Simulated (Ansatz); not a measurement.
# TiB2 (P6/mmm): zone-centre modes under pressure

Aim: how do the optical modes of TiB2 (P6/mmm) move with volume?

Calculated with Ansatz 0.2.0; DFT LDA, scalar-relativistic, plane waves, PAW; PAW set soft_1.

## (1) The structure

It takes space group P6/mmm (No. 191, hexagonal). Conventional cell: a = 3.029 Å, b = 3.029 Å, c = 3.228 Å, α = 90.00°, β = 90.00°, γ = 120.00°. Nearest to B lie 3 B at 1.75 Å and 6 Ti at 2.38 Å. Nearest to Ti lie 12 B at 2.38 Å. Farther neighbours are not listed.

## (2) A rough relaxation first

A rough relaxation comes first, because large forces or stress need no tight tolerances yet.

File input.yaml:

```yaml
crystal:
  lattice:
    - [3.0292, 0.0, 0.0]
    - [-1.5146, 2.6233641531, 0.0]
    - [0.0, 0.0, 3.2284]
  atoms:
    - { symbol: B, position: [0.33333333, 0.66666667, 0.5] }
    - { symbol: B, position: [0.66666667, 0.33333333, 0.5] }
    - { symbol: Ti, position: [0.0, 0.0, 0.0] }
kpoints:
  mp_grid: { grid: [9, 9, 6] }
hamiltonian:
  xc: lda
  pseudopotentials: { kind: paw, azcp: { folder: soft_1 }, xc_functional: pbe }
scf:
  occupations: { method: gaussian, width: 0.1 }
output:
  forces: true
  stress: true
  eigenvalues: true
relax:
  adjacent_minimum: "off"
  f_tol: 0.05
  max_steps: 80
  cell: { stress_tol: 0.5 }
```

The run is started by

```bash
ansatz run input.yaml --threads 4 --pin off --max-ram 10240MiB --backend cpu --events-out ev --progress --plain --runs-dir out
```

Numbers of over 12 decimals in the logs are rounded to 6 here.

Output:

```text
The last accepted step is kept in <dir> (removed where the run ends without a failure and the disk answers)
Engine: ansatz 0.2.0, x86_64-unknown-linux-gnu
Pseudopotentials: kind: paw
Pseudopotential: B, paw, valence charge 3, recommended cutoff 420 eV (normal), soft_1/B.paw.azcp
Pseudopotential: Ti, paw, valence charge 12, recommended cutoff 420 eV (normal), soft_1/Ti.paw.azcp
Functional definition: SPW92
[...]
F+E_penalty+E_count = -2753.31469163 eV   max|allowed force component| = 3.284e-16 eV/Å   (the final SCF, on the basis selected at the relaxed cell)
  cell:  # Å, volume = 24.5252 Å³
    - [2.994950, 0.0, 0]
    - [-1.497475, 2.593703, 0]
    - [0, 0, 3.157207]
  atoms:
    - { symbol: B, position: [0.333333, 0.666667, 0.500000] }
    - { symbol: B, position: [0.666667, 0.333333, 0.500000] }
    - { symbol: Ti, position: [0, 0, 0] }
[key lines of the parts left out:]
SCF converged after 7 iterations
Free energy (F): -2753.314692 eV
Fermi energy:    15.599155 eV
P = ⅓ Tr σ = -0.0336 GPa (-0.336 kbar)
```

Run time: 6.7 s. Hardware: 4 threads of Intel Xeon at 2.50GHz (Skylake/Cascade Lake), shared host; peak memory 0.33 GiB; 15 s of CPU time.

Relaxation path:

```csv
step,energy less that of the first step (eV),largest force component (eV/Å),pressure (GPa),volume (Å³)
1,0.0000,0.0000,-11.28,25.66
2,-0.0412,0.0000,-2.48,24.73
3,-0.0435,0.0000,0.47,24.49
4,-0.0437,0.0000,0.01,24.53
5*,-0.0426,0.0000,-0.03,24.53
```

Relaxation steps marked * repeat the geometry before them on a plane-wave basis chosen anew for their cell, so energy and pressure can jump there.

Forces are held to the 24 operations that the run works with; a distortion that breaks them can't arise in this run.

```csv
"conventional cell, symmetrised",before,after,change
a (Å),3.029,2.995,-1.1 %
b (Å),3.029,2.995,-1.1 %
c (Å),3.228,3.157,-2.2 %
volume (Å³/atom),8.55,8.18,-4.4 %
```

The relaxed structure:

```cif
data_structure
_symmetry_space_group_name_H-M 'P 1'
_symmetry_Int_Tables_number 1
_cell_length_a 2.9950
_cell_length_b 2.9950
_cell_length_c 3.1572
_cell_angle_alpha 90.000
_cell_angle_beta 90.000
_cell_angle_gamma 120.000
_cell_volume 24.53
loop_
_atom_site_label
_atom_site_type_symbol
_atom_site_fract_x
_atom_site_fract_y
_atom_site_fract_z
_atom_site_occupancy
B1 B 0.33333 0.66667 0.50000 1
B2 B 0.66667 0.33333 0.50000 1
Ti3 Ti 0.00000 0.00000 0.00000 1
```

This step gave:

```
pressure          : -0.03356 GPa
volume per atom   : 8.175 Å³
gap on the k-mesh : 0 eV
```

In this step the volume went from 8.55 to 8.18 Å³/atom.

## (3) Bringing the structure to rest

Harmonic phonons are second derivatives at a point where the forces vanish, and they are wanted at zero stress, so atoms and cell are relaxed first.

input.yaml, the sections that differ from step 2:

```yaml
crystal:
  lattice:
    - [2.9949503521, 0.0, 0.0]
    - [-1.497475176, 2.593703088, 0.0]
    - [0.0, 0.0, 3.1572070142]
  atoms:
    - { symbol: B, position: [0.3333333333, 0.6666666667, 0.5] }
    - { symbol: B, position: [0.6666666667, 0.3333333333, 0.5] }
    - { symbol: Ti, position: [0.0, 0.0, 0.0] }
kpoints:
  mp_grid: { grid: [18, 18, 14] }
output:
  forces: true
  stress: true
  eigenvalues: true
  write_density: true
  write_potential: true
  elf: true
  volumetric_format: npy
relax:
  adjacent_minimum: "off"
  f_tol: 0.005
  max_steps: 80
  cell: { stress_tol: 0.05 }
# hamiltonian, scf: as in step 2
```

Output:

```text
[...]
Crystal: 3 atoms, lattice volume = 24.525 Å³
Basis set: ecut = 420 eV, 467 PW (Γ)
Bands: 13, of which v1, the nominal top of the filled ones, is band 9 counted from 1 (8 counted from 0)
Symmetry: 24 space group operations
[...]
k-points: 296 of 4536
[...]
SCF iter   1: F=—  HF=-2754.547791 eV  |F-HF|=—  |Δ(HF+E_count)|=         —  Δρ=1.12e-1  dr2=4.80e0  ethr=3.10e-3  ⟨swp⟩=4.3  Hψ=18367  notcnv=0
[...]
SCF iter   7: F=-2753.315245 eV  HF=-2753.315245 eV  |F-HF|=5.80e-9  |Δ(HF+E_count)|=   2.95e-7  Δρ=5.54e-6  dr2=5.15e-9  ethr=5.56e-10  ⟨swp⟩=8.7  Hψ=25881  notcnv=0
SCF 1 converged in 7 iterations: F = -2753.315245 eV  dr2 = 5.15e-9
[...]
relax step   1: F+E_penalty+E_count = -2753.31524489 eV  Δ(F+E_penalty+E_count) = +0.000e0 eV  max|allowed force component| = 1.419e-16 eV/Å  Δτ_max = 0.0000 Å  P = -0.041 GPa  Ω = 24.525 Å³  (7 SCF iters, dr2 threshold 1.00e-7 eV, accepted)
Crystal: 3 atoms, lattice volume = 24.529 Å³
[...]
SCF iter   6: F=-2753.315284 eV  HF=-2753.315284 eV  |F-HF|=0.00e0  |Δ(HF+E_count)|=  2.73e-12  Δρ=2.46e-8  dr2=4.52e-14  ethr=1.00e-12  ⟨swp⟩=3.1  Hψ=13093  notcnv=0
SCF 2 converged in 6 iterations: F = -2753.315284 eV  dr2 = 4.52e-14
relax step   2: F+E_penalty+E_count = -2753.31528382 eV  Δ(F+E_penalty+E_count) = -3.893e-5 eV  max|allowed force component| = 1.974e-16 eV/Å  Δτ_max = 0.0000 Å  P = -0.033 GPa  Ω = 24.529 Å³  energy of the carried Pulay correction = -3.019e-6 eV  (6 SCF iters, dr2 threshold 3.00e-7 eV, accepted)
[...]
SCF iter   7: F=-2753.315289 eV  HF=-2753.315289 eV  |F-HF|=4.55e-13  |Δ(HF+E_count)|=  4.55e-13  Δρ=8.73e-11  dr2=1.25e-18  ethr=1.00e-12  ⟨swp⟩=1.1  Hψ=8918  notcnv=0
SCF 3 converged in 7 iterations: F = -2753.315289 eV  dr2 = 1.25e-18
relax step   3: F+E_penalty+E_count = -2753.31528874 eV  Δ(F+E_penalty+E_count) = -4.926e-6 eV  max|allowed force component| = 2.159e-16 eV/Å  Δτ_max = 0.0000 Å  P = -0.033 GPa  Ω = 24.529 Å³  stress off target by 4.32e-2 GPa  SCF on the basis re-selected at this cell (its energy is not comparable with the rows above)  (7 SCF iters)
basis re-selected at this cell: Δ(F+E_penalty+E_count) = -4.926e-6 eV, ΔP = -0.000 GPa vs the last step (what re-selecting the basis moved, of the pressure what is left beyond the Pulay correction that the steps carried, after the strain that the cell walked since its last selection, with what the two solves' SCF thresholds leave and, on support functions, any second-order correction that the steps lacked; it is no m [...]
SCF converged after 7 iterations
Free energy (F): -2753.315289 eV
[...]
Internal energy: -2753.313581 eV  (E = F + TS)
E sigma→0 (E₀):  -2753.314435 eV
Entropy (-TS):   -0.001708 eV (-0.569 meV/atom)
Fermi energy:    15.570382 eV
[...]
--- Stress (GPa, compression-positive) ---
       -0.027477      -0.000000       0.000000
       -0.000000      -0.027477       0.000000
        0.000000       0.000000      -0.043239
  P = ⅓ Tr σ = -0.0327 GPa (-0.327 kbar)
--- Band table (eV; the first three rows and the last of 296) ---
  k-point 0: bands = [... 5 lower, 12.7742, 12.7742, 13.3284, 13.3630, 17.5508, 17.5508, 19.4424, 19.4424]
  k-point 1: bands = [... 5 lower, 12.4312, 12.8312, 12.8312, 14.1916, 17.3514, 17.3514, 19.3138, 19.3138]
  k-point 2: bands = [... 5 lower, 11.4679, 13.0010, 13.0010, 14.9676, 16.8939, 16.8939, 18.9490, 18.9490]
  k-point 295: bands = [... 5 lower, 6.9107, 9.7974, 12.3307, 12.3307, 18.2361, 20.1594, 20.1594, 20.3227]
--- Relaxed structure (2 steps of the walk, 2 accepted, 1 SCFs on fresh bases) ---
[...]
cell:  # Å, volume = 24.5290 Å³
    - [2.993667, -2.88551938809036e-11, 0.0]
    - [-1.496834, 2.592592, 0.0]
    - [0.0, 0.0, 3.160400]
  atoms:
    - { symbol: B, position: [0.333333, 0.666667, 0.5] }
    - { symbol: B, position: [0.666667, 0.333333, 0.5] }
    - { symbol: Ti, position: [0, 0, 0.0] }
```

Wall time 15 s (4 threads); peak memory 0.44 GiB.

The steps of the relaxation:

```csv
step,energy less that of the first step (eV),largest force component (eV/Å),pressure (GPa),volume (Å³)
1,0.0000,0.0000,-0.04,24.53
2,0.0000,0.0000,-0.03,24.53
3*,0.0000,0.0000,-0.03,24.53
```

Relaxation steps marked * repeat the geometry before them on a plane-wave basis chosen anew for their cell, so energy and pressure can jump there.

The run keeps the 24 symmetry operations that it works with, so distortions that break them were not tested.

```csv
"conventional cell, symmetrised",before,after,change
a (Å),2.995,2.994,-0.0 %
b (Å),2.995,2.994,-0.0 %
c (Å),3.157,3.160,+0.1 %
volume (Å³/atom),8.18,8.18,+0.0 %
```

Final coordinates:

```xyz
3
Lattice="2.9937 0.0000 0.0000 -1.4968 2.5926 0.0000 0.0000 0.0000 3.1604" Properties=species:S:1:pos:R:3 pbc="T T T"
B     0.0000    1.7284    1.5802
B     1.4968    0.8642    1.5802
Ti    0.0000    0.0000    0.0000
```

Numbers from this step:

- pressure: -0.03273 GPa
- volume per atom: 8.176 Å³

Valence density in the ab plane at fractional z = 0.500, with atoms of B within 0.2 Å of it. It is the smooth field of the valence electrons, not physical close to the nuclei.

Ten even steps from '0' (0.19 e/Å³) to '9' (0.86 e/Å³):
```
001246999642100
012468998642100
124688888642111
346875578643222
568852588654444
799855899766666
999878999988889
998888999987899
766666799855899
544445688525886
322234687557864
111124688888642
000124689986421
000124699964210
000135799753100
```
Columns run along a (3.0 Å), rows up along b (3.0 Å). Atoms in or near the plane, at fractional coordinates: B at (0.33, 0.67), B at (0.67, 0.33).

ELF in the ab plane at fractional z = 0.500, with atoms of B within 0.2 Å of it. It is the smooth field of the valence electrons, not physical close to the nuclei.

Ten even steps from '0' (0.01) to '9' (0.86):
```
224578999875422
345677767765432
456642224665444
677410014776555
887200027887667
997200269987678
996212699974479
997447999621269
987678996200279
876678872000278
655567741001477
444456642224665
323456776777654
222457899987542
223468999986432
```
Columns run along a (3.0 Å), rows up along b (3.0 Å). Atoms in or near the plane, at fractional coordinates: B at (0.33, 0.67), B at (0.67, 0.33).

Electrostatic potential energy in the ab plane at fractional z = 0.500, with atoms of B within 0.2 Å of it. With pseudopotentials it is smooth inside the atoms' cores, unlike the true potential.

Ten even steps from '0' (-27 eV) to '9' (16 eV):
```
999998767899999
999974224799999
999620002699999
997200002799999
984000004899999
872000027887678
862000268742247
874224786200026
887678872000027
999999840000048
999999720000279
999999620002699
999999742247999
999999876789999
999999888899999
```
Columns run along a (3.0 Å; values clipped at the 3rd and 97th percentile), rows up along b (3.0 Å). Atoms in or near the plane, at fractional coordinates: B at (0.33, 0.67), B at (0.67, 0.33).

In this step the volume went from 8.18 to 8.18 Å³/atom.

## (4) Tight relaxation

Phonons need small forces and stress, so the relaxation is finished with tight tolerances on 18×18×16 k points.

File input.yaml:

```yaml
crystal:
  lattice:
    - [2.9936671803, 0.0, 0.0]
    - [-1.4968335901, 2.5925918287, 0.0]
    - [0.0, 0.0, 3.1603998391]
  atoms:
    - { symbol: B, position: [0.3333333333, 0.6666666667, 0.5] }
    - { symbol: B, position: [0.6666666667, 0.3333333333, 0.5] }
    - { symbol: Ti, position: [0.0, 0.0, 0.0] }
kpoints:
  mp_grid: { grid: [18, 18, 16] }
hamiltonian:
  xc: lda
  pseudopotentials: { kind: paw, azcp: { folder: soft_1 }, xc_functional: pbe }
scf:
  occupations: { method: methfessel_paxton, width: 0.2 }
output:
  forces: true
  stress: true
  eigenvalues: true
relax:
  adjacent_minimum: "off"
  f_tol: 0.001
  max_steps: 60
  cell: { stress_tol: 0.01 }
```

Output:

```text
[...]
Crystal: 3 atoms, lattice volume = 24.529 Å³
Basis set: ecut = 420 eV, 467 PW (Γ)
Bands: 13, of which v1, the nominal top of the filled ones, is band 9 counted from 1 (8 counted from 0)
Symmetry: 24 space group operations
[...]
k-points: 333 of 5184
[...]
--- Relaxed structure (3 steps of the walk, 3 accepted, 1 SCFs on fresh bases) ---
[...]
cell:  # Å, volume = 24.5249 Å³
    - [2.993590, -2.8866685266359045e-11, 0]
    - [-1.496795, 2.592525, 0]
    - [0, 0, 3.160031]
  atoms:
    - { symbol: B, position: [0.333333, 0.666667, 0.500000] }
    - { symbol: B, position: [0.666667, 0.333333, 0.500000] }
    - { symbol: Ti, position: [0, 0, 0] }
[key lines of the parts left out:]
SCF converged after 3 iterations
Free energy (F): -2753.314385 eV
Fermi energy:    15.567496 eV
P = ⅓ Tr σ = -0.0001 GPa (-0.001 kbar)
```

Wall time 19 s (4 threads); peak memory 0.45 GiB; 58 s of CPU time.

Little changed from the start: no atom moved by 0.005 Å and no cell edge by 0.1 %.

Numbers from this step:

```
pressure        : -1.41e-4 GPa
volume per atom : 8.175 Å³
```

The forces vanish by symmetry and the pressure is 0.000 GPa, within the tolerances set. The cell now holds 8.17 Å³/atom.

## (5) Zone-centre response at rest

Phonons follow from the second derivative of the energy, found here by linear response.

The modes at rest are the reference of the series.

input.yaml, the sections that differ from step 4:

```yaml
crystal:
  lattice:
    - [2.9935898201, 0.0, 0.0]
    - [-1.49679491, 2.5925248327, 0.0]
    - [0.0, 0.0, 3.1600306491]
  atoms:
    - { symbol: B, position: [0.3333333333, 0.6666666667, 0.5] }
    - { symbol: B, position: [0.6666666667, 0.3333333333, 0.5] }
    - { symbol: Ti, position: [0.0, 0.0, 0.0] }
output:
  eigenvalues: true
phonons:
  method: dfpt
# kpoints, hamiltonian, scf: as in step 4
# relax: removed
```

Output:

```text
zone centre: on kpoints.mp_grid the ground state, and the responses unless they are solved on pairs of k-points, stand on 819 of the mesh's 5184 k-points, reduced under 4 symmetry operations, with k and −k counted as one. Each operation leaves every solved displacement unchanged or reverses it
[...]
Crystal: 3 atoms, lattice volume = 24.525 Å³
Basis set: ecut = 420 eV, 467 PW (Γ), exchange–correlation on 48×48×48 points (8 copies of the dense FFT grid, shifted against one another)
Bands: 13, of which v1, the nominal top of the filled ones, is band 9 counted from 1 (8 counted from 0)
Symmetry: 24 space group operations
k-points: 819 of 5184 (irreducible under 4 space group operations, time reversal used)
[...]
SCF iter   1: F=—  HF=-2754.550681 eV  |F-HF|=—  |Δ(HF+E_count)|=         —  Δρ=1.12e-1  dr2=4.81e0  ethr=3.10e-3  ⟨swp⟩=4.3  Hψ=50455  notcnv=0
[...]
SCF iter  10: F=-2753.314385 eV  HF=-2753.314385 eV  |F-HF|=4.55e-13  |Δ(HF+E_count)|=  2.73e-12  S|Δr|=    0.00e0  Δρ=5.94e-9  dr2=1.20e-14  ethr=1.00e-12  ⟨swp⟩=4.8  Hψ=37298  notcnv=0
SCF 1 converged in 10 iterations: F = -2753.314385 eV  dr2 = 1.20e-14
[...]
DFPT response loops at Γ: preconditioner auto → Kerker (q_TF=auto, 2.591 Å⁻¹) (partly filled bands, converged f_vac=0.000); β = 1.00, the filter's whole step (`scf.mixing.beta` (0.50) is not read by the response loops under this deck's `scf.mixing.preconditioner`; to damp them name `kerker` or `kerker_dos`, under which they read `scf.mixing.beta`, and type it under 1.00, their step now; both keys bind the ground state too); Broyden in place of MSR1
SCF converged after 10 iterations
[...]
Free energy (F): -2753.314385 eV
[...]
Internal energy: -2753.314885 eV  (E = F + TS)
E sigma→0 (E₀):  -2753.314510 eV
Entropy (-TS):   0.000499 eV (0.166 meV/atom)
Fermi energy:    15.567497 eV
[...]
--- Band table (eV; the first three rows and the last of 819) ---
  k-point 0: bands = [... 5 lower, 12.7759, 12.7759, 13.3311, 13.3667, 17.5541, 17.5541, 19.4465, 19.4465]
  k-point 1: bands = [... 5 lower, 12.5518, 12.8196, 12.8196, 14.0932, 17.3985, 17.3985, 19.3477, 19.3477]
  k-point 2: bands = [... 5 lower, 11.7146, 12.9499, 12.9499, 14.7831, 17.0227, 17.0227, 19.0638, 19.0638]
  k-point 818: bands = [... 5 lower, 8.3467, 10.2009, 11.4558, 12.7058, 18.1530, 18.8902, 19.6179, 20.4289]
--- Phonons (Γ-DFPT): 4 representative perturbations + reference, on 819 of 5184 k-points (Σ response iterations 12) ---
  k mesh reduced under 4 symmetry operations, with k and −k counted as one. Each operation leaves every solved displacement unchanged or reverses it
  ASR residual: 2.101e-6 → 0.000e0 eV/Å²; symmetrization residual: 4.755e-7 eV/Å²
  ASR residual per site (eV/Å²): 2.10e-6 2.10e-6 1.02e-6
  Γ frequencies (cm⁻¹): 0.00 0.00 0.00 535.42 535.42 540.92 571.69 916.36 916.36
  non-analytic LO–TO correction: not included (Born effective charges unavailable; polar crystals: no LO–TO splitting at Γ)
```

The job ended after 74 s (4 threads; peak memory 1.2 GiB).

The column dr2 measures how far the density is from self-consistency, as an energy; F and HF (Harris–Foulkes) agree once it is small.

This step gave:

* sum-rule residual before enforcement: 2.10e-6 eV/Å²
* point group: 6/mmm
* highest optical mode at the zone centre (no LO-TO term): 916.4 cm⁻¹
* lowest optical zone-centre mode: 535.4 cm⁻¹

Patterns of degenerate modes are one choice out of their space. The modes at Γ (shares of kinetic energy by element, %):

```csv
mode,frequency (cm⁻¹),symmetry,B %,Ti %
1,0.0,acoustic,31,69
2,0.0,acoustic,31,69
3,0.0,acoustic,31,69
4,535.4,E1u,69,31
5,535.4,E1u,69,31
6,540.9,A2u,69,31
7,571.7,B1g,100,0
8,916.4,E2g,100,0
9,916.4,E2g,100,0
```

Displacements in mode 4 (535.4 cm⁻¹), the largest set to 1:
```
B1   0.00  1.00  0.00
B2   0.00  1.00  0.00
Ti3  0.00 -0.45  0.00
```

Displacements in mode 6 (540.9 cm⁻¹), the largest set to 1:
```
B1   0.00  0.00  1.00
B2   0.00  0.00  1.00
Ti3  0.00  0.00 -0.45
```

Before it was imposed, the acoustic sum rule was missed by 2.1e-6 eV/Å². Small misses are needed for a sound result but don't prove that mesh and cutoff are converged. The lowest optical mode is real, 535 cm⁻¹.

(Part 1 of 2 ends here.)

[Logs are printed without paths, hosts, clocks, repeated set-up lines and the standing remarks that a program may print on its own settings, such as how far it seeks lower states.]

[Hosts, paths, dates, database ids (printed as entryN), source tags and the programs' standing remarks are cut or masked in the printed files.]
